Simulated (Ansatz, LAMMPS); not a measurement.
# Elastic response of glassy 57SiO2-27Al2O3-16BaO (mol %) (149 atoms), part 2 of 3

Aim: relax glassy 57SiO2-27Al2O3-16BaO (mol %) (149 atoms), then change its volume to read the bulk modulus from the stress.

Ansatz 0.2.0; Kohn-Sham DFT, PBE, PAW (set soft_1), plane waves; PAW set soft_1.

The cell: 25 Si, 24 Al, 7 Ba and 93 O. The quench rate of 25 K/ps is orders of magnitude faster than experiment. The network of bonds at the start is that of the classical potential that made the cell. The Brillouin zone is sampled at Γ only. Spin–orbit coupling is left out.

So far. Step 2 (Single point at the start): The r.m.s. force at the start is 1.2 eV/Å. Step 3 (Cell and atoms relaxed): The relaxation converged after 15 steps, with a largest force component of 0.031 eV/Å.

### Step 4. Single point at the relaxed geometry

One more single point at the end of the walk gives the fuller output and checks the residual forces.

Input file input.yaml:

```yaml
crystal:
  lattice:
    - [12.42358, -0.01618, -0.07313]
    - [-0.01618, 13.05222, -0.00024]
    - [-0.07313, -0.00024, 12.3942]
  atoms:
    - { symbol: Si, position: [0.40408, 0.16356, 0.44198] }
    - { symbol: Si, position: [0.80873, 0.13743, 0.73475] }
    - { symbol: Si, position: [0.16159, 0.43321, 0.3263] }
    - { symbol: Si, position: [0.28808, 0.11494, 0.99957] }
    - { symbol: Si, position: [0.87355, 0.40631, 0.56576] }
    - { symbol: Si, position: [0.45599, 0.52617, 0.03052] }
    [... 137 atom lines left out ...]
    - { symbol: O, position: [0.96208, 0.65871, 0.69149] }
    - { symbol: O, position: [0.81389, 0.82073, 0.62835] }
    - { symbol: O, position: [0.16954, 0.06366, 0.9971] }
    - { symbol: O, position: [0.06579, 0.5222, 0.30108] }
    - { symbol: O, position: [0.35648, 0.86816, 0.44834] }
    - { symbol: O, position: [0.55627, 0.98159, 0.89649] }
kpoints:
  mp_grid: { grid: [1, 1, 1] }
hamiltonian:
  xc: pbe
  pseudopotentials: { kind: paw, azcp: { folder: soft_1 } }
scf:
  occupations: { method: gaussian, width: 0.025 }
output:
  forces: true
  stress: true
  populations: true
  dos:
    method: { smearing: { sigma: 0.08 } }
    de: 0.1
    projected: { site_lists: { Al: [Al], Ba: [Ba], O: [O], Si: [Si] } }
  eigenvalues: true
  write_density: true
  write_potential: true
  volumetric_format: npy
```

Launch:

```bash
$ ansatz run input.yaml --threads 4 --pin off --max-ram 8192MiB --backend cpu --events-out ev --progress --plain --runs-dir out
```

Log:

```text
[...]
Crystal: 149 atoms, lattice volume = 2009.712 Å³
Basis set: ecut = 420 eV, 39285 PW (Γ), exchange–correlation on 180×180×180 points (8 copies of the dense FFT grid, shifted against one another)
Bands: 549, of which v1, the nominal top of the filled ones, is band 400 counted from 1 (399 counted from 0)
Symmetry: 1 space group operations
[...]
k-points: 1
[...]
SCF iter   1: F=—  HF=-123486.145736 eV  |F-HF|=—  |Δ(HF+E_count)|=         —  Δρ=1.04e-1  dr2=2.65e2  ethr=3.10e-3  ⟨swp⟩=8.0  Hψ=2902  notcnv=0  defer=118
[...]
SCF iter  13: F=-123406.494837 eV  HF=-123406.494837 eV  |F-HF|=1.92e-9  |Δ(HF+E_count)|=   2.26e-8  Δρ=1.33e-6  dr2=3.48e-8  ethr=1.25e-11  ⟨swp⟩=30.0  Hψ=6217  notcnv=0
SCF 1 converged in 13 iterations: F = -123406.494837 eV  dr2 = 3.48e-8
[...]
SCF converged after 13 iterations
Free energy (F): -123406.494837 eV
[...]
Internal energy: -123406.494837 eV  (E = F + TS)
E sigma→0 (E₀):  -123406.494837 eV
Fermi energy:    6.231451 eV
[...]
--- Forces (eV/Å), atoms counted from 1 ---
  atom   1  Si    -0.00796236    -0.00288770     0.00525757
  atom   2  Si     0.00991234     0.00586536    -0.00171767
  atom   3  Si    -0.01162310     0.00922438    -0.00776930
  atom   4  Si     0.00469243    -0.00724173     0.00426652
  atom   5  Si     0.00363019    -0.00588387     0.00892822
  atom   6  Si     0.00234108     0.00241703    -0.00103590
  atom   7  Si    -0.00589603     0.01760845     0.00403529
  atom   8  Si     0.01251565    -0.00773410    -0.00800095
  atom   9  Si     0.00017904     0.00592964    -0.00751230
  atom  10  Si     0.00380327    -0.00784877     0.01140504
  atom  11  Si     0.02274044     0.00305922     0.00277910
  atom  12  Si     0.01019613     0.00415675    -0.00580253
  atom  13  Si    -0.01459670     0.01186529     0.01248988
  atom  14  Si    -0.00483906     0.00825795     0.00582640
[...]
atom 148  O      0.00512047    -0.00340343     0.00609938
  atom 149  O      0.00162303    -0.00133932    -0.00182828
  max |Σ_I F_I| component: 2.51e-5 eV/Å
--- Stress (GPa, compression-positive) ---
       -0.002537       0.002068      -0.007277
        0.002074       0.011892      -0.003689
       -0.007278      -0.003683      -0.014701
  P = ⅓ Tr σ = -0.0018 GPa (-0.018 kbar)
--- Band table (eV) ---
[...]
--- Löwdin populations: 149 sites ---
  site symbol       q [e]
     0     Si      2.3444
     1     Si      2.3256
     2     Si      2.3453
[...]
148      O      6.8846
  spilling = 0.011620 (of n_electrons = 800.000000)
```

Elapsed: 63 s, on 4 threads of Arm Neoverse V2, shared host; peak memory 3.1 GiB; 4.1 min of CPU time.

Read from the output:

```
free energy                                      : -123406.4948 eV
free energy per atom                             : -828.2315 eV/atom
SCF cycles                                       : 13
pressure                                         : -0.001782 GPa
r.m.s. force component                           : 0.00745 eV/Å
longest force                                    : 0.03908 eV/Å
Fermi energy                                     : 6.231 eV
gap (highest filled to lowest empty level) : 3.8 eV
spilling of the projection                       : 0.01162
```

### Step 5. Volume -3 %

The relaxed cell is scaled evenly and the atoms are relaxed again; the stress at the end gives one point of P(V).

input.yaml, the sections that differ from step 4:

```yaml
crystal:
  lattice:
    - [12.29808, -0.01602, -0.07239]
    - [-0.01602, 12.92037, -0.00024]
    - [-0.07239, -0.00024, 12.269]
  atoms:
    [... the 149 atom lines of step 4 ...]
output:
  forces: true
  eigenvalues: true
  stress: true
relax:
  f_tol: 0.05
  max_steps: 70
# kpoints, hamiltonian, scf: as in step 4
```

Log:

```text
Warning: output.stress: scf.convergence.dr2_threshold = 1e-7 eV (the SCF's general default) is looser than the 1.08e-8 eV advised for a printed stress (1e-10 eV for each atom of the cell: 149, of which 108 are counted). What an SCF threshold leaves in a stress goes as its square root, and in the free energy as the threshold itself, and one threshold admits the most on a small cell: [...]
[...]
Crystal: 149 atoms, lattice volume = 1949.421 Å³
Basis set: ecut = 420 eV, 38109 PW (Γ), exchange–correlation on 180×180×180 points (8 copies of the dense FFT grid, shifted against one another)
Bands: 549, of which v1, the nominal top of the filled ones, is band 400 counted from 1 (399 counted from 0)
Symmetry: 1 space group operations
[...]
k-points: 1
[...]
SCF iter   1: F=—  HF=-123488.636232 eV  |F-HF|=—  |Δ(HF+E_count)|=         —  Δρ=1.08e-1  dr2=2.73e2  ethr=3.10e-3  ⟨swp⟩=8.0  Hψ=2902  notcnv=0  defer=119
[...]
SCF iter  10: F=-123405.579228 eV  HF=-123405.579242 eV  |F-HF|=1.32e-5  |Δ(HF+E_count)|=   2.17e-5  Δρ=3.70e-5  dr2=2.05e-5  ethr=5.02e-9  ⟨swp⟩=21.0  Hψ=4582  notcnv=0
SCF 1 converged in 10 iterations: F = -123405.579228 eV  dr2 = 2.05e-5
[...]
relax step   1: F+E_penalty+E_count = -123405.57922842 eV  Δ(F+E_penalty+E_count) = +0.000e0 eV  max|allowed force component| = 5.180e-1 eV/Å  Δτ_max = 0.0000 Å  (10 SCF iters, dr2 threshold 6.25e-5 eV, accepted)
[...]
relax step   2: F+E_penalty+E_count = -123405.82038210 eV  Δ(F+E_penalty+E_count) = -2.412e-1 eV  max|allowed force component| = 3.463e-1 eV/Å  Δτ_max = 0.1032 Å  (6 SCF iters, dr2 threshold 1.68e-5 eV, accepted)
[...]
relax step   3: F+E_penalty+E_count = -123406.00248649 eV  Δ(F+E_penalty+E_count) = -1.821e-1 eV  max|allowed force component| = 1.384e-1 eV/Å  Δτ_max = 0.0522 Å  (7 SCF iters, dr2 threshold 7.50e-6 eV, accepted)
relax step   4: F+E_penalty+E_count = -123405.94813162 eV  Δ(F+E_penalty+E_count) = +5.435e-2 eV  max|allowed force component| = 1.056e0 eV/Å  Δτ_max = 0.2000 Å  (8 SCF iters, dr2 threshold 3.06e-6 eV, rejected (line search))
relax step   5: F+E_penalty+E_count = -123406.07758462 eV  Δ(F+E_penalty+E_count) = -7.510e-2 eV  max|allowed force component| = 1.408e-1 eV/Å  Δτ_max = 0.1000 Å  (9 SCF iters, accepted)
relax step   6: F+E_penalty+E_count = -123406.09350326 eV  Δ(F+E_penalty+E_count) = -1.592e-2 eV  max|allowed force component| = 1.233e-1 eV/Å  Δτ_max = 0.0971 Å  (7 SCF iters, dr2 threshold 3.17e-6 eV, accepted)
relax step   7: F+E_penalty+E_count = -123406.10399392 eV  Δ(F+E_penalty+E_count) = -1.049e-2 eV  max|allowed force component| = 4.666e-2 eV/Å  Δτ_max = 0.0344 Å  (5 SCF iters, dr2 threshold 1.17e-5 eV, accepted)
[...]
relax step   8: F+E_penalty+E_count = -123406.10399671 eV  Δ(F+E_penalty+E_count) = -2.790e-6 eV  max|allowed force component| = 4.676e-2 eV/Å  Δτ_max = 0.0000 Å  (4 SCF iters, accepted)
SCF converged after 4 iterations
Free energy (F): -123406.103997 eV
[...]
Internal energy: -123406.103997 eV  (E = F + TS)
E sigma→0 (E₀):  -123406.103997 eV
Fermi energy:    6.583052 eV
[...]
--- Forces (eV/Å), atoms counted from 1 ---
  atom   1  Si    -0.00457654     0.01098554    -0.00021055
  atom   2  Si     0.00788410     0.01939227    -0.00735542
  atom   3  Si     0.04215538    -0.00657610     0.01607758
  atom   4  Si     0.00803388     0.03222149    -0.01428838
  atom   5  Si    -0.00257859     0.00212951    -0.01660402
  atom   6  Si    -0.00991823     0.01309467    -0.00838806
  atom   7  Si     0.01406595     0.00348019     0.00401919
  atom   8  Si    -0.01000615     0.00011449    -0.03443883
  atom   9  Si     0.00564452    -0.01759827     0.01043905
  atom  10  Si     0.00680386    -0.03045684    -0.00345533
  atom  11  Si    -0.02178819    -0.00438489    -0.00157031
  atom  12  Si     0.02277646    -0.02323922     0.01381473
  atom  13  Si    -0.00526085    -0.02746566     0.00705858
  atom  14  Si     0.01153618    -0.00581055    -0.00216907
[...]
atom 148  O     -0.00011857     0.00589800    -0.00365321
  atom 149  O      0.01317349     0.01307311     0.01373037
  max |Σ_I F_I| component: 9.02e-5 eV/Å
--- Stress (GPa, compression-positive) ---
        2.160705       0.093675       0.033454
        0.093679       2.188252      -0.012065
        0.033454      -0.012060       2.060389
  P = ⅓ Tr σ = 2.1364 GPa (21.364 kbar)
--- Band table (eV) ---
[...]
--- Relaxed structure (8 steps of the walk, 7 accepted, 0 SCFs on fresh bases) ---
  F+E_penalty+E_count = -123406.10399671 eV   max|allowed force component| = 4.676e-2 eV/Å
  atoms:
    - { symbol: Si, position: [0.404042, 0.159953, 0.445313] }
    - { symbol: Si, position: [0.809072, 0.139599, 0.736169] }
    - { symbol: Si, position: [0.162521, 0.434663, 0.322453] }
    - { symbol: Si, position: [0.288894, 0.116093, 0.999171] }
[...]
- { symbol: O, position: [0.555602, 0.979759, 0.897619] }
```

Run time: 4.5 min. Hardware: 4 threads; peak memory 3.1 GiB; 18 min of CPU time.

The program notes that the SCF threshold is loose for the stress.

The relaxation converged after 8 steps, 0.525 eV below its start, with a largest force component of 0.047 eV/Å.

Volume -3 %: the energy stands 0.391 eV above that of the reference, at a pressure of 2.14 GPa.

### Step 6. Volume +3 %

The relaxed cell is scaled to another volume.

input.yaml, the sections that differ from step 5:

```yaml
crystal:
  lattice:
    - [12.54659, -0.01634, -0.07385]
    - [-0.01634, 13.18146, -0.00024]
    - [-0.07385, -0.00024, 12.51692]
  atoms:
    [... the 149 atom lines of step 4 ...]
# kpoints, hamiltonian, scf, output, relax: as in step 5
```

Log:

```text
[...]
Crystal: 149 atoms, lattice volume = 2070.003 Å³
Basis set: ecut = 420 eV, 40435 PW (Γ), exchange–correlation on 180×180×180 points (8 copies of the dense FFT grid, shifted against one another)
Bands: 549, of which v1, the nominal top of the filled ones, is band 400 counted from 1 (399 counted from 0)
Symmetry: 1 space group operations
[...]
k-points: 1
[...]
SCF iter   1: F=—  HF=-123482.313851 eV  |F-HF|=—  |Δ(HF+E_count)|=         —  Δρ=9.98e-2  dr2=2.58e2  ethr=3.10e-3  ⟨swp⟩=8.0  Hψ=2902  notcnv=0  defer=118
[...]
SCF iter   9: F=—  HF=-123405.663847 eV  |F-HF|=—  |Δ(HF+E_count)|=   3.19e-4  Δρ=4.71e-5  dr2=5.17e-5  ethr=5.07e-8  ⟨swp⟩=2.0  Hψ=716  notcnv=0  defer=145
SCF iter  10: F=-123405.663853 eV  HF=-123405.663871 eV  |F-HF|=1.75e-5  |Δ(HF+E_count)|=   2.40e-5  Δρ=4.06e-5  dr2=2.70e-5  ethr=6.46e-9  ⟨swp⟩=22.0  Hψ=4394  notcnv=0
SCF 1 converged in 10 iterations: F = -123405.663853 eV  dr2 = 2.70e-5
[...]
relax step   1: F+E_penalty+E_count = -123405.66385326 eV  Δ(F+E_penalty+E_count) = +0.000e0 eV  max|allowed force component| = 4.728e-1 eV/Å  Δτ_max = 0.0000 Å  (10 SCF iters, dr2 threshold 6.25e-5 eV, accepted)
[...]
relax step   2: F+E_penalty+E_count = -123405.87730695 eV  Δ(F+E_penalty+E_count) = -2.135e-1 eV  max|allowed force component| = 3.402e-1 eV/Å  Δτ_max = 0.1082 Å  (6 SCF iters, dr2 threshold 1.40e-5 eV, accepted)
[...]
relax step   3: F+E_penalty+E_count = -123406.03839076 eV  Δ(F+E_penalty+E_count) = -1.611e-1 eV  max|allowed force component| = 1.716e-1 eV/Å  Δτ_max = 0.0582 Å  (7 SCF iters, dr2 threshold 7.23e-6 eV, accepted)
relax step   4: F+E_penalty+E_count = -123406.07387597 eV  Δ(F+E_penalty+E_count) = -3.549e-2 eV  max|allowed force component| = 1.340e-1 eV/Å  Δτ_max = 0.0548 Å  (6 SCF iters, dr2 threshold 7.49e-6 eV, accepted)
relax step   5: F+E_penalty+E_count = -123406.08362692 eV  Δ(F+E_penalty+E_count) = -9.751e-3 eV  max|allowed force component| = 1.913e-1 eV/Å  Δτ_max = 0.2000 Å  (8 SCF iters, dr2 threshold 4.57e-6 eV, accepted)
relax step   6: F+E_penalty+E_count = -123406.11692855 eV  Δ(F+E_penalty+E_count) = -3.330e-2 eV  max|allowed force component| = 7.577e-2 eV/Å  Δτ_max = 0.1191 Å  (6 SCF iters, dr2 threshold 2.23e-5 eV, accepted)
relax step   7: F+E_penalty+E_count = -123406.07949249 eV  Δ(F+E_penalty+E_count) = +3.744e-2 eV  max|allowed force component| = 1.781e-1 eV/Å  Δτ_max = 0.2000 Å  (9 SCF iters, rejected (line search))
relax step   8: F+E_penalty+E_count = -123406.12424071 eV  Δ(F+E_penalty+E_count) = -7.312e-3 eV  max|allowed force component| = 4.251e-2 eV/Å  Δτ_max = 0.0472 Å  (9 SCF iters, accepted)
relax step   9: F+E_penalty+E_count = -123406.12418343 eV  Δ(F+E_penalty+E_count) = +5.728e-5 eV  max|allowed force component| = 4.115e-2 eV/Å  Δτ_max = 0.0976 Å  (9 SCF iters, accepted)
[...]
relax step  10: F+E_penalty+E_count = -123406.12738563 eV  Δ(F+E_penalty+E_count) = -3.202e-3 eV  max|allowed force component| = 3.913e-2 eV/Å  Δτ_max = 0.0583 Å  (8 SCF iters, accepted)
SCF converged after 8 iterations
Free energy (F): -123406.127386 eV
[...]
Internal energy: -123406.127386 eV  (E = F + TS)
E sigma→0 (E₀):  -123406.127386 eV
Fermi energy:    5.898623 eV
[...]
Σ components = -123406.127386   (vs F -123406.127386, Δ=0.00e0)
--- Forces (eV/Å), atoms counted from 1 ---
  atom   1  Si     0.00113649    -0.00218531     0.00933159
  atom   2  Si     0.00080614     0.00742522    -0.00771746
  atom   3  Si    -0.01298521    -0.00244544     0.00133617
  atom   4  Si    -0.00524432     0.00204559     0.00331594
[...]
atom 149  O     -0.00058117    -0.00149186    -0.00165783
  max |Σ_I F_I| component: 1.07e-4 eV/Å
--- Stress (GPa, compression-positive) ---
       -1.948661      -0.114510      -0.032099
       -0.114502      -1.976093      -0.021474
       -0.032102      -0.021469      -1.821597
  P = ⅓ Tr σ = -1.9155 GPa (-19.155 kbar)
--- Band table (eV) ---
[...]
--- Relaxed structure (10 steps of the walk, 9 accepted, 0 SCFs on fresh bases) ---
  F+E_penalty+E_count = -123406.12738563 eV   max|allowed force component| = 3.913e-2 eV/Å
  atoms:
    - { symbol: Si, position: [0.404323, 0.166258, 0.439217] }
    - { symbol: Si, position: [0.808895, 0.136004, 0.733627] }
    - { symbol: Si, position: [0.160866, 0.432189, 0.329394] }
    - { symbol: Si, position: [0.287030, 0.113505, 1.000746] }
[...]
- { symbol: O, position: [0.556923, 0.983784, 0.896099] }
```

It took 6.4 min on 4 threads; peak memory 3.2 GiB; 25 min of CPU time.

The relaxation converged after 10 steps, 0.464 eV below its start, with a largest force component of 0.039 eV/Å.

Volume +3 %: the energy stands 0.367 eV above that of the reference, at a pressure of -1.92 GPa.

### Step 7. Volume -6 %

The relaxed cell is scaled to another volume.

input.yaml, the sections that differ from step 6:

```yaml
crystal:
  lattice:
    - [12.16997, -0.01585, -0.07164]
    - [-0.01585, 12.78577, -0.00024]
    - [-0.07164, -0.00024, 12.14119]
  atoms:
    [... the 149 atom lines of step 4 ...]
# kpoints, hamiltonian, scf, output, relax: as in step 6
```

Log:

```text
Warning: output.stress: scf.convergence.dr2_threshold = 1e-7 eV (the SCF's general default) is looser than the 1.08e-8 eV advised for a printed stress (1e-10 eV for each atom of the cell: 149, of which 108 are counted). What an SCF threshold leaves in a stress goes as its square root, and in the free energy as the threshold itself, and one threshold admits the most on a small cell: [...]
[...]
Pseudopotentials: kind: paw
Pseudopotential: Si, paw, valence charge 4, recommended cutoff 420 eV (normal), soft_1/Si.paw.azcp
Pseudopotential: Al, paw, valence charge 3, recommended cutoff 420 eV (normal), soft_1/Al.paw.azcp
Pseudopotential: Ba, paw, valence charge 10, recommended cutoff 420 eV (normal), soft_1/Ba.paw.azcp
Pseudopotential: O, paw, valence charge 6, recommended cutoff 420 eV (normal), soft_1/O.paw.azcp
[... 5 lines on functional and potentials left out ...]
Crystal: 149 atoms, lattice volume = 1889.130 Å³
Basis set: ecut = 420 eV, 36953 PW (Γ), exchange–correlation on 180×180×180 points (8 copies of the dense FFT grid, shifted against one another)
Bands: 549, of which v1, the nominal top of the filled ones, is band 400 counted from 1 (399 counted from 0)
Symmetry: 1 space group operations
Space group: P1 (ITA 1), of the structure as read, at distance tolerance 1.2e-4 Å
k-points: 1
[... 9 lines on functional and potentials left out ...]
Initial density: superposition of atomic densities (chi_scale 0.1, normalization cell, long waves 7 % of neutral atoms (reshape's long-wave potential 1.07 eV rms, cloud 2.81 Å wide))
Initial wavefunctions: pseudopotential atomic-orbital guess
[...]
SCF iter   1: F=—  HF=-123489.561596 eV  |F-HF|=—  |Δ(HF+E_count)|=         —  Δρ=1.13e-1  dr2=2.81e2  ethr=3.10e-3  ⟨swp⟩=8.0  Hψ=2902  notcnv=0  defer=118
preconditioner: auto → Resta (q_TF=auto, 2.364 Å⁻¹)  ε∞=3.7  [insulator: Δε(μ)=1.801 eV  Ē_g=14.485 eV  σ=0.025 eV  W_gap=1.00  n_scr=428 (ndim 8)  ℏωp=24.0 eV  f_vac=0.019  D(μ)=0.00/eV (n_scr^D=0)  ε∞_Penn≈3.7]
[...]
SCF iter   9: F=—  HF=-123402.632001 eV  |F-HF|=—  |Δ(HF+E_count)|=   2.45e-4  Δρ=4.04e-5  dr2=3.71e-5  ethr=4.11e-8  ⟨swp⟩=2.0  Hψ=720  notcnv=0  defer=145
SCF iter  10: F=-123402.632013 eV  HF=-123402.632024 eV  |F-HF|=1.15e-5  |Δ(HF+E_count)|=   2.33e-5  Δρ=3.53e-5  dr2=1.78e-5  ethr=4.64e-9  ⟨swp⟩=21.0  Hψ=4481  notcnv=0
SCF 1 converged in 10 iterations: F = -123402.632013 eV  dr2 = 1.78e-5
[...]
relax step   1: F+E_penalty+E_count = -123402.63201282 eV  Δ(F+E_penalty+E_count) = +0.000e0 eV  max|allowed force component| = 1.091e0 eV/Å  Δτ_max = 0.0000 Å  (10 SCF iters, dr2 threshold 6.25e-5 eV, accepted)
[...]
relax step   2: F+E_penalty+E_count = -123403.65637577 eV  Δ(F+E_penalty+E_count) = -1.024e0 eV  max|allowed force component| = 6.642e-1 eV/Å  Δτ_max = 0.1865 Å  (6 SCF iters, dr2 threshold 7.44e-5 eV, accepted)
[...]
relax step   5: F+E_penalty+E_count = -123404.80376152 eV  Δ(F+E_penalty+E_count) = -1.368e-1 eV  max|allowed force component| = 2.021e-1 eV/Å  Δτ_max = 0.2000 Å  (6 SCF iters, dr2 threshold 1.00e-4 eV, accepted)
[...]
relax step  10: F+E_penalty+E_count = -123404.99247377 eV  Δ(F+E_penalty+E_count) = -6.883e-2 eV  max|allowed force component| = 5.586e-1 eV/Å  Δτ_max = 0.1943 Å  (6 SCF iters, dr2 threshold 5.91e-5 eV, accepted)
[...]
relax step  15: F+E_penalty+E_count = -123405.25525063 eV  Δ(F+E_penalty+E_count) = +2.212e-2 eV  max|allowed force component| = 3.296e-1 eV/Å  Δτ_max = 0.1500 Å  (7 SCF iters, dr2 threshold 4.05e-6 eV, rejected (line search))
[...]
relax step  16: F+E_penalty+E_count = -123405.28849562 eV  Δ(F+E_penalty+E_count) = -1.112e-2 eV  max|allowed force component| = 1.440e-1 eV/Å  Δτ_max = 0.0692 Å  (9 SCF iters, accepted)
[...]
Step cancelled. What follows is not a result of the run: it is the report of the last solve that finished, which converged after 9 SCF iterations.
Free energy (F): -123405.288496 eV
Harris-Foulkes:  -123405.288496 eV  (|F-HF|=3.00e-8)
Internal energy: -123405.288496 eV  (E = F + TS)
E sigma→0 (E₀):  -123405.288496 eV
Fermi energy:    6.951949 eV
--- Per-component energies (eV) ---
[...]
Σ components = -123405.288496   (vs F -123405.288496, Δ=0.00e0)
--- Forces (eV/Å), atoms counted from 1 ---
  atom   1  Si    -0.00552762    -0.02273053     0.03334652
  atom   2  Si     0.00860616    -0.00252421    -0.03018594
  atom   3  Si     0.00708425     0.03056597    -0.01221203
  atom   4  Si     0.01838798     0.05854436     0.01543644
[...]
atom 149  O      0.00806674    -0.02146169    -0.00866244
  max |Σ_I F_I| component: 3.58e-5 eV/Å
--- Stress (GPa, compression-positive) ---
        4.118428       0.078772       0.190016
        0.078771       4.378424       0.413052
        0.190013       0.413058       4.515099
  P = ⅓ Tr σ = 4.3373 GPa (43.373 kbar)
--- Band table (eV) ---
  k-point 0: bands = ["-21.1759", "-20.4274", "-20.2533", "-20.1939", [... 533 levels ...], "14.8426", "14.8648", "14.8732", "14.8980", "14.9219", "14.9260", "14.9637", "14.9734", "14.9899", "15.0102", "15.0197", "15.0478"]
End of that report.
Error: SIGTERM received: cancelled by the caller after 1 completed SCF iterations
```

Wall time 9.7 min (4 threads); peak memory 3 GiB.

The relaxation was stopped at its limit after 16 steps, 2.66 eV below its start, with a largest force component of 0.14 eV/Å.

Volume -6 %: the energy stands 1.21 eV above that of the reference.

(Part 2 of 3 ends here.)

[Long decimals in the printed logs are rounded to 6 places.]

[Logs are printed without paths, hosts, clocks, repeated set-up lines and the standing remarks that a program may print on its own settings, such as how far it seeks lower states.]

[Hosts, paths, dates, database ids (printed as entryN), source tags and the programs' standing remarks are cut or masked in the printed files.]
